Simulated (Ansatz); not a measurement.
## Work function of W(100): what the settings cost and change

How thick a slab and how much vacuum does the work function of W(100) need?

Program: Ansatz 0.2.0. Level of theory: plane-wave DFT, PBE, Ansatz PAW. Results are calculated unless marked as measured.

This is a report of a sequence of runs, with most program output left out.

### Step 1. The structure

The cell holds 1 atom: 1 W. Cell: a = 3.160 Å, b = 3.160 Å, c = 18.000 Å, α = 90.0°, β = 90.0°, γ = 90.0°. Vacuum lies along c.

### Step 2. Run, setting 1 layer

A work function rests on the faint tail of the density, so the SCF threshold is tight. The slab grows from one layer, at fixed mesh and 18 Å of vacuum; then the vacuum is varied on one slab.

The input, input.yaml:

```yaml
crystal:
  lattice:
    - [3.16, 0.0, 0.0]
    - [0.0, 3.16, 0.0]
    - [0.0, 0.0, 18.0]
  atoms:
    - { symbol: W, position: [0.5, 0.5, 0.5] }
kpoints:
  mp_grid: { grid: [13, 13, 1] }
hamiltonian:
  xc: pbe
scf:
  occupations: { method: fermi_dirac, width: 0.1 }
  convergence: { dr2_threshold: 1.0e-09 }
efield:
  axis: 3
  dipole_correction: true
  ramp_position: 0.97
  ramp_width: 0.06
output:
  write_potential: true
  write_density: true
  volumetric_format: npy
  elf: true
```

Launch:

```
> ansatz run input.yaml --threads 2 --pin off --max-ram 3072MiB --backend cpu --events-out ev --progress --plain --runs-dir out
```

The job ended after 7.5 s (2 threads of Arm Neoverse N1, shared host; peak memory 0.42 GiB).

Numbers from this step:

- energy at zero smearing: -10378.8111 eV
- work function, upper face: 4.982 eV

Running mean over 1.58 Å of the planar mean; the ramp of the sawtooth is left out. Table of electron's electrostatic potential energy less the Fermi level by z:

| z (Å) | electron's electrostatic potential energy less the Fermi level (eV) |
| --- | --- |
| 2.88 | 4.98 |
| 3.31 | 4.98 |
| 3.74 | 4.98 |
| 4.18 | 4.98 |
| 4.61 | 4.98 |
| 5.04 | 4.98 |
| 5.47 | 4.97 |
| 5.90 | 4.93 |
| 6.19 | 4.88 |
| 6.62 | 4.69 |
| 7.06 | 4.14 |
| 7.49 | 2.58 |
| 7.92 | -1.07 |
| 8.35 | -6.02 |
| 8.78 | -9.67 |
| 9.22 | -9.67 |
| 9.65 | -6.02 |
| 10.08 | -1.07 |
| 10.51 | 2.58 |
| 10.94 | 4.14 |
| 11.38 | 4.69 |
| 11.81 | 4.88 |
| 12.10 | 4.93 |
| 12.53 | 4.97 |
| 12.96 | 4.98 |
| 13.39 | 4.98 |
| 13.82 | 4.98 |
| 14.26 | 4.98 |
| 14.69 | 4.98 |
| 15.12 | 4.98 |

Valence density in the ca plane at fractional y = 0.500, with atoms of W within 0.2 Å of it. It is the smooth field of the valence electrons, not physical close to the nuclei.

Values in e/Å³, 5 rows by 16 columns, each cell a mean:
```
0.0 0.0 0.0 0.0 0.0 0.0 0.0 0.3 0.4 0.1 0.0 0.0 0.0 0.0 0.0 0.0
0.0 0.0 0.0 0.0 0.0 0.0 0.0 1.8 2.4 0.1 0.0 0.0 0.0 0.0 0.0 0.0
0.0 0.0 0.0 0.0 0.0 0.0 0.1 2.7 3.5 0.1 0.0 0.0 0.0 0.0 0.0 0.0
0.0 0.0 0.0 0.0 0.0 0.0 0.0 1.1 1.6 0.1 0.0 0.0 0.0 0.0 0.0 0.0
0.0 0.0 0.0 0.0 0.0 0.0 0.0 0.2 0.2 0.0 0.0 0.0 0.0 0.0 0.0 0.0
```
Columns run along c (18.0 Å), rows up along a (3.2 Å). Atoms in or near the plane, at fractional coordinates: W at (0.50, 0.50).

Electrostatic potential energy in the ca plane at fractional y = 0.500, with atoms of W within 0.2 Å of it. With pseudopotentials it is smooth inside the atoms' cores, unlike the true potential.

Ten even steps from '0' (-45 eV) to '9' (3 eV), each cell a mean:
```
99999999999999999999988899999999999999999999
99999999999999999998743689999999999999999999
99999999999999999997300068999999999999999999
99999999999999999986100048999999999999999999
99999999999999999997100048999999999999999999
99999999999999999998510378999999999999999999
99999999999999999999876789999999999999999999
99999999999999999999998999999999999999999999
```
Columns run along c (18.0 Å; values clipped at the 3rd and 97th percentile), rows up along a (3.2 Å). Atoms in or near the plane, at fractional coordinates: W at (0.50, 0.50).

ELF in the ca plane at fractional y = 0.500, with atoms of W within 0.2 Å of it. It is the smooth field of the valence electrons, not physical close to the nuclei.

Ten even steps from '0' (0.00) to '9' (0.70), each cell a mean:
```
00000000000000001356655565420000000000000000
00000000000000001233467533210000000000000000
00000000000000000122699942210000000000000000
00000000000000000112852952110000000000000000
00000000000000000122886942110000000000000000
00000000000000001223599733210000000000000000
00000000000000001245445444310000000000000000
00000000000000001357766776420000000000000000
```
Columns run along c (18.0 Å), rows up along a (3.2 Å). Atoms in or near the plane, at fractional coordinates: W at (0.50, 0.50).

The work function is 4.982 eV.

### Step 3. Slab, 2 atoms

System of this step: W(100). The cell holds 2 atoms: 2 W. Its edges and angles: a = 3.160 Å, b = 3.160 Å, c = 19.580 Å, α = 90.0°, β = 90.0°, γ = 90.0°. Vacuum lies along c.

input.yaml, the sections that differ from step 2:

```yaml
crystal:
  lattice:
    - [3.16, 0.0, 0.0]
    - [0.0, 3.16, 0.0]
    - [0.0, 0.0, 19.58]
  atoms:
    - { symbol: W, position: [0.5, 0.5, 0.4596527068] }
    - { symbol: W, position: [0.0, 0.0, 0.5403472932] }
output:
  write_potential: true
  write_density: true
  volumetric_format: npy
# kpoints, hamiltonian, scf, efield: as in step 2
```

Wall time 13 s (2 threads); peak memory 0.42 GiB.

The work function is 4.112 eV, -0.871 eV from the run “1 layer”, at 1.6 times its CPU time.

### Step 4. Slab, 3 atoms

System of this step: W(100). The cell holds 3 atoms: 3 W. Cell: a = 3.160 Å, b = 3.160 Å, c = 21.160 Å, α = 90.0°, β = 90.0°, γ = 90.0°. Vacuum lies along c.

input.yaml, the sections that differ from step 3:

```yaml
crystal:
  lattice:
    - [3.16, 0.0, 0.0]
    - [0.0, 3.16, 0.0]
    - [0.0, 0.0, 21.16]
  atoms:
    - { symbol: W, position: [0.0, 0.0, 0.4253308129] }
    - { symbol: W, position: [0.5, 0.5, 0.5] }
    - { symbol: W, position: [0.0, 0.0, 0.5746691871] }
# kpoints, hamiltonian, scf, efield, output: as in step 3
```

Wall time 22 s (2 threads); peak memory 0.45 GiB.

The work function is 4.347 eV, +0.235 eV from the run “2 layers”, at 1.7 times its CPU time.

### Step 5. Run, 4 atoms

System of this step: W(100). The cell holds 4 atoms: 4 W. Cell: a = 3.160 Å, b = 3.160 Å, c = 22.740 Å, α = 90.0°, β = 90.0°, γ = 90.0°. Vacuum lies along c.

input.yaml, the sections that differ from step 4:

```yaml
crystal:
  lattice:
    - [3.16, 0.0, 0.0]
    - [0.0, 3.16, 0.0]
    - [0.0, 0.0, 22.74]
  atoms:
    - { symbol: W, position: [0.5, 0.5, 0.3957783641] }
    - { symbol: W, position: [0.0, 0.0, 0.4652594547] }
    - { symbol: W, position: [0.5, 0.5, 0.5347405453] }
    - { symbol: W, position: [0.0, 0.0, 0.6042216359] }
# kpoints, hamiltonian, scf, efield, output: as in step 4
```

The job ended after 31 s (2 threads; peak memory 0.51 GiB; 52 s of CPU time).

The work function is 4.175 eV, -0.172 eV from the run “3 layers”, at 1.4 times its CPU time.

### Step 6. Run, 5 atoms

System of this step: W(100). The cell holds 5 atoms: 5 W. Cell: a = 3.160 Å, b = 3.160 Å, c = 24.320 Å, α = 90.0°, β = 90.0°, γ = 90.0°. Vacuum lies along c.

input.yaml, the sections that differ from step 5:

```yaml
crystal:
  lattice:
    - [3.16, 0.0, 0.0]
    - [0.0, 3.16, 0.0]
    - [0.0, 0.0, 24.32]
  atoms:
    - { symbol: W, position: [0.0, 0.0, 0.3700657895] }
    - { symbol: W, position: [0.5, 0.5, 0.4350328947] }
    - { symbol: W, position: [0.0, 0.0, 0.5] }
    - { symbol: W, position: [0.5, 0.5, 0.5649671053] }
    - { symbol: W, position: [0.0, 0.0, 0.6299342105] }
# kpoints, hamiltonian, scf, efield, output: as in step 5
```

Elapsed: 45 s, on 2 threads; peak memory 0.59 GiB; 75 s of CPU time.

The work function is 4.233 eV, +0.058 eV from the run “4 layers”, at 1.4 times its CPU time.

### Step 7. Run, 6 atoms

System of this step: W(100). The cell holds 6 atoms: 6 W. Cell: a = 3.160 Å, b = 3.160 Å, c = 25.900 Å, α = 90.0°, β = 90.0°, γ = 90.0°. Vacuum lies along c.

input.yaml, the sections that differ from step 6:

```yaml
crystal:
  lattice:
    - [3.16, 0.0, 0.0]
    - [0.0, 3.16, 0.0]
    - [0.0, 0.0, 25.9]
  atoms:
    - { symbol: W, position: [0.5, 0.5, 0.3474903475] }
    - { symbol: W, position: [0.0, 0.0, 0.4084942085] }
    - { symbol: W, position: [0.5, 0.5, 0.4694980695] }
    - { symbol: W, position: [0.0, 0.0, 0.5305019305] }
    - { symbol: W, position: [0.5, 0.5, 0.5915057915] }
    - { symbol: W, position: [0.0, 0.0, 0.6525096525] }
# kpoints, hamiltonian, scf, efield, output: as in step 6
```

Run time: 58 s. Hardware: 2 threads; peak memory 0.66 GiB; 96 s of CPU time.

The work function is 4.216 eV, -0.017 eV from the run “5 layers”, at 1.3 times its CPU time.

### Step 8. Slab, 8 atoms

System of this step: W(100). The cell holds 8 atoms: 8 W. Its edges and angles: a = 3.160 Å, b = 3.160 Å, c = 29.060 Å, α = 90.0°, β = 90.0°, γ = 90.0°. Vacuum lies along c.

input.yaml, the sections that differ from step 7:

```yaml
crystal:
  lattice:
    - [3.16, 0.0, 0.0]
    - [0.0, 3.16, 0.0]
    - [0.0, 0.0, 29.06]
  atoms:
    - { symbol: W, position: [0.5, 0.5, 0.3097040606] }
    - { symbol: W, position: [0.0, 0.0, 0.364074329] }
    - { symbol: W, position: [0.5, 0.5, 0.4184445974] }
    - { symbol: W, position: [0.0, 0.0, 0.4728148658] }
    - { symbol: W, position: [0.5, 0.5, 0.5271851342] }
    - { symbol: W, position: [0.0, 0.0, 0.5815554026] }
    - { symbol: W, position: [0.5, 0.5, 0.635925671] }
    - { symbol: W, position: [0.0, 0.0, 0.6902959394] }
# kpoints, hamiltonian, scf, efield, output: as in step 7
```

Wall time 99 s (2 threads); peak memory 0.86 GiB.

The work function is 4.213 eV, -0.003 eV from the run “6 layers”, at 1.8 times its CPU time.

### Step 9. Slab, 10 atoms

System of this step: W(100). The cell holds 10 atoms: 10 W. Cell: a = 3.160 Å, b = 3.160 Å, c = 32.220 Å, α = 90.0°, β = 90.0°, γ = 90.0°. Vacuum lies along c.

input.yaml, the sections that differ from step 8:

```yaml
crystal:
  lattice:
    - [3.16, 0.0, 0.0]
    - [0.0, 3.16, 0.0]
    - [0.0, 0.0, 32.22]
  atoms:
    - { symbol: W, position: [0.5, 0.5, 0.2793296089] }
    - { symbol: W, position: [0.0, 0.0, 0.3283674736] }
    - { symbol: W, position: [0.5, 0.5, 0.3774053383] }
    - { symbol: W, position: [0.0, 0.0, 0.426443203] }
    - { symbol: W, position: [0.5, 0.5, 0.4754810677] }
    - { symbol: W, position: [0.0, 0.0, 0.5245189323] }
    - { symbol: W, position: [0.5, 0.5, 0.573556797] }
    - { symbol: W, position: [0.0, 0.0, 0.6225946617] }
    - { symbol: W, position: [0.5, 0.5, 0.6716325264] }
    - { symbol: W, position: [0.0, 0.0, 0.7206703911] }
# kpoints, hamiltonian, scf, efield, output: as in step 8
```

Elapsed: 2.5 min, on 2 threads; peak memory 1.1 GiB.

The work function is 4.221 eV, +0.008 eV from the run “8 layers”, at 1.5 times its CPU time.

### Step 10. Slab, 13 atoms

System of this step: W(100). The cell holds 13 atoms: 13 W. Cell: a = 3.160 Å, b = 3.160 Å, c = 36.960 Å, α = 90.0°, β = 90.0°, γ = 90.0°. Vacuum lies along c.

input.yaml, the sections that differ from step 9:

```yaml
crystal:
  lattice:
    - [3.16, 0.0, 0.0]
    - [0.0, 3.16, 0.0]
    - [0.0, 0.0, 36.96]
  atoms:
    - { symbol: W, position: [0.0, 0.0, 0.2435064935] }
    - { symbol: W, position: [0.5, 0.5, 0.2862554113] }
    - { symbol: W, position: [0.0, 0.0, 0.329004329] }
    - { symbol: W, position: [0.5, 0.5, 0.3717532468] }
    - { symbol: W, position: [0.0, 0.0, 0.4145021645] }
    - { symbol: W, position: [0.5, 0.5, 0.4572510823] }
    - { symbol: W, position: [0.0, 0.0, 0.5] }
    - { symbol: W, position: [0.5, 0.5, 0.5427489177] }
    - { symbol: W, position: [0.0, 0.0, 0.5854978355] }
    - { symbol: W, position: [0.5, 0.5, 0.6282467532] }
    - { symbol: W, position: [0.0, 0.0, 0.670995671] }
    - { symbol: W, position: [0.5, 0.5, 0.7137445887] }
    - { symbol: W, position: [0.0, 0.0, 0.7564935065] }
# kpoints, hamiltonian, scf, efield, output: as in step 9
```

Run time: 4.3 min. Hardware: 2 threads; peak memory 1.5 GiB; 7.4 min of CPU time.

The work function is 4.212 eV, -0.009 eV from the run “10 layers”, at 1.8 times its CPU time.

### Step 11. Run, 7 atoms

System of this step: W(100). The cell holds 7 atoms: 7 W. Its edges and angles: a = 3.160 Å, b = 3.160 Å, c = 19.480 Å, α = 90.0°, β = 90.0°, γ = 90.0°. Vacuum lies along c.

input.yaml, the sections that differ from step 10:

```yaml
crystal:
  lattice:
    - [3.16, 0.0, 0.0]
    - [0.0, 3.16, 0.0]
    - [0.0, 0.0, 19.48]
  atoms:
    - { symbol: W, position: [0.0, 0.0, 0.2566735113] }
    - { symbol: W, position: [0.5, 0.5, 0.3377823409] }
    - { symbol: W, position: [0.0, 0.0, 0.4188911704] }
    - { symbol: W, position: [0.5, 0.5, 0.5] }
    - { symbol: W, position: [0.0, 0.0, 0.5811088296] }
    - { symbol: W, position: [0.5, 0.5, 0.6622176591] }
    - { symbol: W, position: [0.0, 0.0, 0.7433264887] }
# kpoints, hamiltonian, scf, efield, output: as in step 10
```

Wall time 54 s (2 threads); peak memory 0.6 GiB; 92 s of CPU time.

The work function is 4.195 eV. The program marks this work function as in doubt.

### Step 12. Slab, 7 atoms

The cell differs from the one that the last finished run ended in (c 19.480 → 23.480 Å).

input.yaml, the sections that differ from step 11:

```yaml
crystal:
  lattice:
    - [3.16, 0.0, 0.0]
    - [0.0, 3.16, 0.0]
    - [0.0, 0.0, 23.48]
  atoms:
    - { symbol: W, position: [0.0, 0.0, 0.2981260647] }
    - { symbol: W, position: [0.5, 0.5, 0.3654173765] }
    - { symbol: W, position: [0.0, 0.0, 0.4327086882] }
    - { symbol: W, position: [0.5, 0.5, 0.5] }
    - { symbol: W, position: [0.0, 0.0, 0.5672913118] }
    - { symbol: W, position: [0.5, 0.5, 0.6345826235] }
    - { symbol: W, position: [0.0, 0.0, 0.7018739353] }
# kpoints, hamiltonian, scf, efield, output: as in step 11
```

The job ended after 66 s (2 threads; peak memory 0.68 GiB; 1.9 min of CPU time).

The work function is 4.206 eV, +0.011 eV from the run “7 layers, 10 Å of vacuum”, at 1.2 times its CPU time.

### Step 13. Run, 7 atoms (run 2)

The cell differs from the one that the last finished run ended in (c 23.480 → 35.480 Å).

input.yaml, the sections that differ from step 12:

```yaml
crystal:
  lattice:
    - [3.16, 0.0, 0.0]
    - [0.0, 3.16, 0.0]
    - [0.0, 0.0, 35.48]
  atoms:
    - { symbol: W, position: [0.0, 0.0, 0.3664036077] }
    - { symbol: W, position: [0.5, 0.5, 0.4109357384] }
    - { symbol: W, position: [0.0, 0.0, 0.4554678692] }
    - { symbol: W, position: [0.5, 0.5, 0.5] }
    - { symbol: W, position: [0.0, 0.0, 0.5445321308] }
    - { symbol: W, position: [0.5, 0.5, 0.5890642616] }
    - { symbol: W, position: [0.0, 0.0, 0.6335963923] }
# kpoints, hamiltonian, scf, efield, output: as in step 12
```

The job ended after 98 s (2 threads; peak memory 0.9 GiB).

The work function is 4.206 eV, +0.000 eV from the run “7 layers, 14 Å of vacuum”, at 1.5 times its CPU time.

### Step 14. The series together

Times are for 2 threads of Arm Neoverse N1, shared host. The runs compared:

```
no.                   setting  work function, upper face (eV)     time  memory (GiB)
  1                   1 layer                           4.982    7.5 s          0.42
  2                  2 layers                           4.112     13 s          0.42
  3                  3 layers                           4.347     22 s          0.45
  4                  4 layers                           4.175     31 s          0.51
  5                  5 layers                           4.233     45 s          0.59
  6                  6 layers                           4.216     58 s          0.66
  7                  8 layers                           4.213     99 s          0.86
  8                 10 layers                           4.221  2.5 min           1.1
  9                 13 layers                           4.212  4.3 min           1.5
 10  7 layers, 10 Å of vacuum                           4.195     54 s           0.6
 11  7 layers, 14 Å of vacuum                           4.206     66 s          0.68
 12  7 layers, 26 Å of vacuum                           4.206     98 s           0.9
```

### Step 15. A changed input

System of this step: W(100) monolayer. The cell holds 1 atom: 1 W. Its edges and angles: a = 3.160 Å, b = 3.160 Å, c = 18.000 Å, α = 90.0°, β = 90.0°, γ = 90.0°. Vacuum lies along c.

An input spoilt on purpose, to show how the run answers: it repeats the earlier run “1 layer” with efield.ramp_position from 0.97 to 0.475, and scf.max_iter set to 60; its output block differs too.

input.yaml, the sections that differ from step 13:

```yaml
crystal:
  lattice:
    - [3.16, 0.0, 0.0]
    - [0.0, 3.16, 0.0]
    - [0.0, 0.0, 18.0]
  atoms:
    - { symbol: W, position: [0.5, 0.5, 0.5] }
scf:
  occupations: { method: fermi_dirac, width: 0.1 }
  convergence: { dr2_threshold: 1.0e-09 }
  max_iter: 60
efield:
  axis: 3
  dipole_correction: true
  ramp_position: 0.475
  ramp_width: 0.06
# kpoints, hamiltonian, output: as in step 13
```

It took 0.42 s on 2 threads; peak memory 0.23 GiB.

The program refused the input before any cycle.

The program's message: “Error: efield: ion 0 (W) at fractional coordinate 0.5000 along the field axis lies inside the sawtooth ramp with 2 of the planes that the density is read on at each end, [0.4590, 0.5510] — the ramp mu …”

The fault put into the input: the ramp among the atoms.

### Step 16. Results

```yaml
work_function_1_layer: 4.982 eV
work_function_2_layers: 4.112 eV
work_function_6_layers: 4.216 eV
work_function_13_layers: 4.212 eV
```

In words: The thickest slab gives 4.21 eV, and the settings tried spread the value from 4.11 to 4.98 eV. At 18 Å of vacuum, the slabs from 4 layers on stay within 0.04 eV of the thickest. Going from 10 to 26 Å of vacuum moves it by 0.011 eV. The program marks the value as in doubt in “7 layers, 10 Å of vacuum”. A compiled measured value is 4.65 eV (arxiv:1902.07811, 2019), but the real face reconstructs and these slabs don't, so it is no test of the method. The ladder's slabs use the tabulated experimental lattice constant (two decimals; a low-temperature value for the alkali metals). This open face is not relaxed here, and relaxation moves such faces by up to a few tenths of an eV. In 1 run of the series (7 layers, 10 Å of vacuum) the program warns that electrons reach the sawtooth's ramp, which makes dipole and work function less sure.

[Logs are printed without paths, hosts, clocks, repeated set-up lines and the standing remarks that a program may print on its own settings, such as how far it seeks lower states.]

[Hosts, paths, dates, database ids (printed as entryN), source tags and the programs' standing remarks are cut or masked in the printed files.]

[Maps of the electrostatic potential energy from Ansatz leave out the sawtooth potential of an applied field or a dipole correction, so their vacuum need not be flat; planar profiles and work functions include it.]
